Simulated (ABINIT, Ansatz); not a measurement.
## AlH3 (Pm-3m): Raman and infrared activity

Which lines does AlH3 (Pm-3m) show in Raman and infrared spectra?

Method: DFT LDA, scalar-relativistic, plane waves, HGH norm-conserving pseudopotentials, in ABINIT 10.8.3.

Report form: the programs' logs are mostly left out.

The structure was built from a prototype and need not be the compound's stable phase.

**1. Set-up**

It takes space group Pm-3m (No. 221, cubic). Conventional cell: a = 3.384 Å, b = 3.384 Å, c = 3.384 Å, α = 90.00°, β = 90.00°, γ = 90.00°. Al has 6 H at 1.69 Å nearest. H has 2 Al at 1.69 Å nearest. Farther neighbours are not listed.

Coordinates:

```cif
data_structure
_symmetry_space_group_name_H-M 'Pm-3m'
_symmetry_Int_Tables_number 221
_cell_length_a 3.3838
_cell_length_b 3.3838
_cell_length_c 3.3838
_cell_angle_alpha 90.000
_cell_angle_beta 90.000
_cell_angle_gamma 90.000
_cell_volume 38.75
loop_
_atom_site_label
_atom_site_type_symbol
_atom_site_symmetry_multiplicity
_atom_site_Wyckoff_symbol
_atom_site_fract_x
_atom_site_fract_y
_atom_site_fract_z
_atom_site_occupancy
Al1 Al 1 a 0.00000 0.00000 0.00000 1
H1 H 3 d 0.50000 0.00000 0.00000 1
```

**2. Relaxation**

The harmonic expansion starts where the forces on the atoms vanish, and stress shifts the frequencies, so cell and atoms are relaxed with tight thresholds.

The starting cell comes from a relaxation made beforehand in Ansatz (LDA, PseudoDojo NC).

relax.abi reads:

```
# relaxation
ionmov 2
optcell 2
dilatmx 1.08
ntime 40
tolmxf 1.0d-05
tolvrs 1.0d-14
prtwf 0
prtden 0
chksymtnons 0

# basis, mesh and filling
ecut 35.0
ecutsm 0.5
ixc 7
ngkpt 10 10 10
nshiftk 1
shiftk 0.0 0.0 0.0
istwfk *1
occopt 1
nband 3
nstep 100
diemac 9.0
prtebands 0
prtgsr 0

# cell and atoms
acell 6.394465981 6.394465981 6.394465981
rprim 
    1.0 0.0 0.0
    0.0 1.0 0.0
    0.0 0.0 1.0
ntypat 2
znucl 13 1
natom 4
typat 1 2 2 2
xred 
    0.0 0.0 0.0
    0.5 0.0 0.0
    0.0 0.5 0.0
    0.0 0.0 0.5
pp_dirpath "./pseudo"
pseudos "Al.hgh, H.hgh"
```

Command:

```console
OMP_NUM_THREADS=1 mpirun -n 2 abinit relax.abi > relax.log
```

Run time: 19 s. Hardware: 2 MPI ranks of Arm Neoverse V1, shared host.

Little changed from the start: no atom moved by 0.005 Å and no cell edge by 0.1 %.

This step gave:

```
volume per atom : 9.692 Å³
pressure        : 2.22e-4 GPa
```

**3. Self-consistent run for the response**

The response is built on these wavefunctions, so the potential is converged far more tightly than an energy would need. The mesh is shifted off Γ, since shifted meshes converge sums over the zone faster. ecutsm is kept as in the relaxation, so that the cell stays at rest.

gs.abi reads:

```
# ground state
tolvrs 1.0d-16
prtden 1
prtwf 1

# basis, mesh and filling
ecut 35.0
ecutsm 0.5
ixc 7
ngkpt 12 12 12
nshiftk 1
shiftk 0.5 0.5 0.5
istwfk *1
occopt 1
nband 3
nstep 100
diemac 9.0
prtebands 0
prtgsr 0

# cell and atoms
acell 6.395651793 6.395651793 6.395651793
rprim 
    1.0 0.0 0.0
    0.0 1.0 0.0
    0.0 0.0 1.0
ntypat 2
znucl 13 1
natom 4
typat 1 2 2 2
xred 
    0.0 0.0 0.0
    0.5 0.0 0.0
    0.0 0.5 0.0
    0.0 0.0 0.5
pp_dirpath "./pseudo"
pseudos "Al.hgh, H.hgh"
```

Command:

```console
OMP_NUM_THREADS=1 mpirun -n 2 abinit gs.abi > gs.log
```

It took 6.7 s on 2 MPI ranks.

This step gave:

```yaml
pressure: 0.01523 GPa
```

The cell stands at 0.015 GPa, close enough for phonons.

**4. Empty bands**

Empty bands on the ground state's density check that the gap assumed so far is there in this cell.

gap.abi reads:

```
# empty bands on the ground state's density
iscf -2
getden_filepath "gso_DEN"
tolwfr 1.0d-12
nbdbuf 2
prtwf 0

# basis, mesh and filling
ecut 35.0
ecutsm 0.5
ixc 7
ngkpt 12 12 12
nshiftk 1
shiftk 0.0 0.0 0.0
istwfk *1
occopt 1
nband 7
nstep 100
diemac 9.0
prtebands 0
prtgsr 0

# cell and atoms
acell 6.395651793 6.395651793 6.395651793
rprim 
    1.0 0.0 0.0
    0.0 1.0 0.0
    0.0 0.0 1.0
ntypat 2
znucl 13 1
natom 4
typat 1 2 2 2
xred 
    0.0 0.0 0.0
    0.5 0.0 0.0
    0.0 0.5 0.0
    0.0 0.0 0.5
pp_dirpath "./pseudo"
pseudos "Al.hgh, H.hgh"
```

Command:

```console
OMP_NUM_THREADS=1 mpirun -n 2 abinit gap.abi > gap.log
```

Wall time 10 s (2 MPI ranks); 19 s of CPU time.

Numbers from this step:

```
gap on the k-mesh : 0.3347 eV
```

In this cell the gap on the mesh is 0.33 eV, indirect (smallest direct 3.6 eV), so fixed occupations hold.

**5. Linear response at Γ**

The derivative of the wavefunctions by k comes first, since the response to a field is built on it; then the field and the displacements that symmetry doesn't supply are solved at q = 0. By the 2n+1 theorem the first-order wavefunctions also give third derivatives: Raman tensors and the non-linear susceptibility.

It reads the wavefunctions written in step 3.

dfpt_gamma.abi reads:

```
ndtset 3

# common to the responses
getwfk_filepath "gso_WFK"
kptopt 2
nqpt 1
qpt 0.0 0.0 0.0
asr 0
chneut 0

# d/dk
rfelfd1 2
rfdir1 1 1 1
iscf1 -3
tolwfr1 1.0d-20

# displacements, field
rfphon2 1
rfatpol2 1 4
rfdir2 1 1 1
rfelfd2 3
getddk2 1
tolvrs2 1.0d-10
prepanl2 1
prtden2 1

# third order
optdriver3 5
getden_filepath3 "gso_DEN"
get1den3 2
get1wf3 2
getddk3 1
d3e_pert1_elfd3 1
d3e_pert1_phon3 1
d3e_pert1_atpol3 1 4
d3e_pert1_dir3 1 1 1
d3e_pert2_elfd3 1
d3e_pert2_dir3 1 1 1
d3e_pert3_elfd3 1
d3e_pert3_dir3 1 1 1
usepead3 1
tolvrs3 1.0d-10

# basis, mesh and filling
ecut 35.0
ecutsm 0.5
ixc 7
ngkpt 12 12 12
nshiftk 1
shiftk 0.5 0.5 0.5
istwfk *1
occopt 1
nband 3
nstep 100
diemac 9.0
prtebands 0
prtgsr 0

# cell and atoms
acell 6.395651793 6.395651793 6.395651793
rprim 
    1.0 0.0 0.0
    0.0 1.0 0.0
    0.0 0.0 1.0
ntypat 2
znucl 13 1
natom 4
typat 1 2 2 2
xred 
    0.0 0.0 0.0
    0.5 0.0 0.0
    0.0 0.5 0.0
    0.0 0.0 0.5
pp_dirpath "./pseudo"
pseudos "Al.hgh, H.hgh"
```

Command:

```console
OMP_NUM_THREADS=1 mpirun -n 2 abinit dfpt_gamma.abi > dfpt_gamma.log
```

Wall time 16 min (2 MPI ranks); 24 min of CPU time.

Read from the output:

```yaml
miss_of_the_charge_sum_rule: 4.19e-6 e
largest_acoustic_frequency_at_the_zone_centre_before_the_sum_rule: 0.64 cm⁻¹
highest_optical_zone_centre_mode_no_lo_to_term: 1882 cm⁻¹
lowest_optical_zone_centre_mode: 472.8 cm⁻¹
mean_high_frequency_dielectric_constant: 4.191
largest_born_charge_in_size_third_of_the_trace: 2.788 e
```

Born charge (rows field, columns displacement), before the sum rule (e), principal values of the symmetric part by kind of site:

| atom | atoms with these values | low | middle | high | mean |
| --- | --- | --- | --- | --- | --- |
| Al1 | 1 | 2.79 | 2.79 | 2.79 | 2.79 |
| H2 | 3 | -1.61 | -0.59 | -0.59 | -0.93 |

In full for H2:

```
-1.61  0.00  0.00
 0.00 -0.59  0.00
 0.00  0.00 -0.59
```

High-frequency dielectric tensor:

```
4.19 0.00 0.00
0.00 4.19 0.00
0.00 0.00 4.19
```

The acoustic modes at Γ come out as far as 0.6 cm⁻¹ from zero, where they should vanish, a small numerical error; the Born charges miss their sum rule by 4.2e-6 e, which is good.

**6. Modes with the sum rule**

anaddb reads the merged derivatives, imposes the acoustic sum rule and charge neutrality, and adds the LO-TO term along chosen directions.

anaddb.abi reads:

```
ddb_filepath "gamma_DDB"
output_file "anaddb.abo"
outdata_prefix "anaddb"
asr 1
chneut 1
enunit 2
eivec 1
nph1l 1
qph1l 0.0 0.0 0.0 1.0
dieflag 1
nph2l 3
qph2l 
    1.0 0.0 0.0 0.0
    0.0 0.0 1.0 0.0
    1.0 1.0 1.0 0.0
nlflag 1
ramansr 1
alphon 1
prtmbm 1
```

mrgddb.in reads:

```
gamma_DDB
merged
3
dfpt_gammao_DS2_DDB
dfpt_gammao_DS3_DDB
gso_DDB
```

Command:

```console
mrgddb < mrgddb.in > mrgddb.log
OMP_NUM_THREADS=1 anaddb anaddb.abi > anaddb.log
```

Wall time 1.8 s (1 thread).

Read from the output:

```yaml
miss_of_the_charge_sum_rule: 4.00e-6 e
mean_static_dielectric_constant: 12.48
highest_mode_moved_by_the_lo_to_term: 2072 cm⁻¹
```

No LO-TO term; unit eigenvectors of the mass-weighted matrix, from anaddb's displacements. The modes at Γ (shares of kinetic energy by element, %):

| mode | frequency (cm⁻¹) | symmetry | Al % | H % |
| --- | --- | --- | --- | --- |
| 1 | 0.0 | acoustic | 90 | 10 |
| 2 | 0.0 | acoustic | 90 | 10 |
| 3 | 0.0 | acoustic | 90 | 10 |
| 4 | 472.8 | T1u | 8 | 92 |
| 5 | 472.8 | T1u | 8 | 92 |
| 6 | 472.8 | T1u | 8 | 92 |
| 7 | 563.0 | T2u | 0 | 100 |
| 8 | 563.0 | T2u | 0 | 100 |
| 9 | 563.0 | T2u | 0 | 100 |
| 10 | 1882.0 | T1u | 2 | 98 |
| 11 | 1882.0 | T1u | 2 | 98 |
| 12 | 1882.0 | T1u | 2 | 98 |

Displacements in mode 4 (472.8 cm⁻¹), the largest set to 1:
```
Al1  0.00  0.00  0.08
H2   0.00  0.00 -1.00
H3   0.00  0.00 -1.00
H4   0.00  0.00 -0.20
```

Displacements in mode 10 (1882.0 cm⁻¹), the largest set to 1:
```
Al1  0.00  0.00  0.03
H2   0.00  0.00  0.13
H3   0.00  0.00  0.13
H4   0.00  0.00 -1.00
```

Trace of the oscillator strength, degenerate modes summed. Infrared lines, with heights relative to the strongest:

| position (cm⁻¹) | lines merged | IR intensity, relative |
| --- | --- | --- |
| 473 | 3 | 59 |
| 563 | 3 | 0.0 |
| 1882 | 3 | 100 |

Static dielectric tensor (ions relaxed, fixed cell):

```
12.48  0.00  0.00
 0.00 12.48  0.00
 0.00  0.00 12.48
```

The rule moves no optical mode by more than 0.1 cm⁻¹.

**7. Sum rules set otherwise (asr 0)**

Without the rule the raw error of the acoustic modes shows.

Changes to anaddb.abi since step 6:

```diff
@@ -3,4 +3,4 @@
 outdata_prefix "anaddb"
-asr 1
-chneut 1
+asr 0
+chneut 0
 enunit 2
```

mrgddb.in is that of step 6.

Elapsed: 1.7 s, on 1 thread.

Zone-centre frequencies as printed; negative means imaginary. Modes:

| mode | frequency (cm⁻¹) |
| --- | --- |
| 1 | 0.64 |
| 2 | 0.64 |
| 3 | 0.64 |
| 4 | 472.8 |
| 5 | 472.8 |
| 6 | 472.8 |
| 7 | 563 |
| 8 | 563 |
| 9 | 563 |
| 10 | 1882 |
| 11 | 1882 |
| 12 | 1882 |

**8. The same in Ansatz**

The same cell goes through another code, with its own cutoff. The potentials differ. Its k mesh is centred on Γ.

This step: DFT LDA, scalar-relativistic, plane waves, PseudoDojo norm-conserving pseudopotentials (Ansatz 0.2.0).

input.yaml reads:

```yaml
crystal:
  lattice:
    - [3.3844331779, 0.0, 0.0]
    - [0.0, 3.3844331779, 0.0]
    - [0.0, 0.0, 3.3844331779]
  atoms:
    - { symbol: Al, position: [0.0, 0.0, 0.0] }
    - { symbol: H, position: [0.5, 0.0, 0.0] }
    - { symbol: H, position: [0.0, 0.5, 0.0] }
    - { symbol: H, position: [0.0, 0.0, 0.5] }
kpoints:
  mp_grid: { grid: [12, 12, 12] }
hamiltonian:
  xc: lda
  pseudopotentials: { kind: nc, accuracy: standard }
scf:
  occupations: { method: fixed }
output:
  eigenvalues: true
phonons:
  method: dfpt
  dielectric: true
  rigid_motions: translations
  raman: true
```

Command:

```console
ansatz run input.yaml --threads 2 --pin off --max-ram 4096MiB --backend cpu --events-out ev --progress --plain --runs-dir out
```

It took 3.3 min on 2 threads; peak memory 1.7 GiB; 6 min of CPU time.

Read from the output:

| Quantity | Value |
| --- | --- |
| gap on the k-mesh | 0.4127 eV |
| sum-rule residual before enforcement | 4.83e-5 eV/Å² |
| miss of the charge sum rule | 2.10e-6 e |
| highest optical zone-centre mode (no LO-TO term) | 1913 cm⁻¹ |
| lowest optical zone-centre mode | 484.2 cm⁻¹ |
| mean high-frequency dielectric constant | 4.132 |
| largest Born charge in size (third of the trace) | 2.744 e |
| mean static dielectric constant | 11.78 |
| highest mode moved by the LO-TO term | 2094 cm⁻¹ |

Transverse modes. Infrared lines, with heights relative to the strongest:

| position (cm⁻¹) | label | IR intensity ((D/Å)²/amu), degenerate modes summed, relative |
| --- | --- | --- |
| 484 | T1u | 60 |
| 566 | T2u | 0.0 |
| 1913 | T1u | 100 |

**9. The two compared: ABINIT HGH and Ansatz, PseudoDojo**

Numbers from this step:

| Property | Result |
| --- | --- |
| root-mean-square difference | 19.34 cm⁻¹ |
| largest difference | 31.3 cm⁻¹ |

Optical modes, paired by symmetry label. Frequencies side by side, by row:

| q (reciprocal lattice) | mode | ABINIT HGH (cm⁻¹) | Ansatz, PseudoDojo (cm⁻¹) |
| --- | --- | --- | --- |
| 0 0 0 | 4 | 472.8 | 484.3 |
| 0 0 0 | 5 | 472.8 | 484.3 |
| 0 0 0 | 6 | 472.8 | 484.3 |
| 0 0 0 | 7 | 563 | 566.2 |
| 0 0 0 | 8 | 563 | 566.2 |
| 0 0 0 | 9 | 563 | 566.2 |
| 0 0 0 | 10 | 1882 | 1913 |
| 0 0 0 | 11 | 1882 | 1913 |
| 0 0 0 | 12 | 1882 | 1913 |

The two runs side by side. Further quantities:

| quantity | ABINIT HGH | Ansatz, PseudoDojo |
| --- | --- | --- |
| mean ε∞ | 4.191 | 4.132 |
| largest Born charge in size (e; the first before, the second after the charge sum rule) | 2.788 | 2.744 |
| summed IR intensity ((D/Å)²/amu) | 246.1 | 235.7 |
| summed Raman activity (Å⁴/amu) | 0 | 0 |

At the zone centre the largest difference (acoustic modes at Γ apart) is 2 % of the highest mode.

**10. Outcome**

```yaml
space_group_after_relaxation: Pm-3m
volume_per_atom: 9.69 Å³
highest_optical_zone_centre_mode_no_lo_to_term: 1882 cm⁻¹
lowest_optical_zone_centre_mode: 472.8 cm⁻¹
highest_mode_moved_by_the_lo_to_term: 2072 cm⁻¹
mean_high_frequency_dielectric_constant: 4.19
largest_born_charge_in_size_third_of_the_trace: 2.79 e
mean_static_dielectric_constant: 12.5
imaginary_optical_modes_at_the_zone_centre_no_q_mesh_in_this_session: none
largest_difference_from_ansatz_pseudodojo: 31.3 cm⁻¹
```

What this shows: No mode is Raman active in this structure; the strongest infrared line lies at 1882 cm⁻¹. At the LDA level the optical modes of AlH3 (Pm-3m) at the zone centre (no LO-TO term) run from 473 to 1882 cm⁻¹. Along the directions run, the highest mode that the macroscopic field moves lies at 2072 cm⁻¹. Lattice motion raises the mean dielectric constant from 4.191 to 12.48. ABINIT HGH and Ansatz, PseudoDojo differ by 19.3 cm⁻¹ in the root mean square and by 31.3 cm⁻¹ at most, 1.7 % of the highest mode compared (acoustic modes at Γ left out); the two use different potentials, and the cell was not relaxed for the second set. These are harmonic frequencies at zero temperature: anharmonic shifts and linewidths and thermal expansion are left out. The structure is a hypothetical one, built on a prototype.

[Host names and launcher messages were left out of these logs when they were recorded.]

[Logs are printed without paths, hosts, clocks, repeated set-up lines and the standing remarks that a program may print on its own settings, such as how far it seeks lower states.]

[Hosts, paths, dates, database ids (printed as entryN), source tags and the programs' standing remarks are cut or masked in the printed files.]
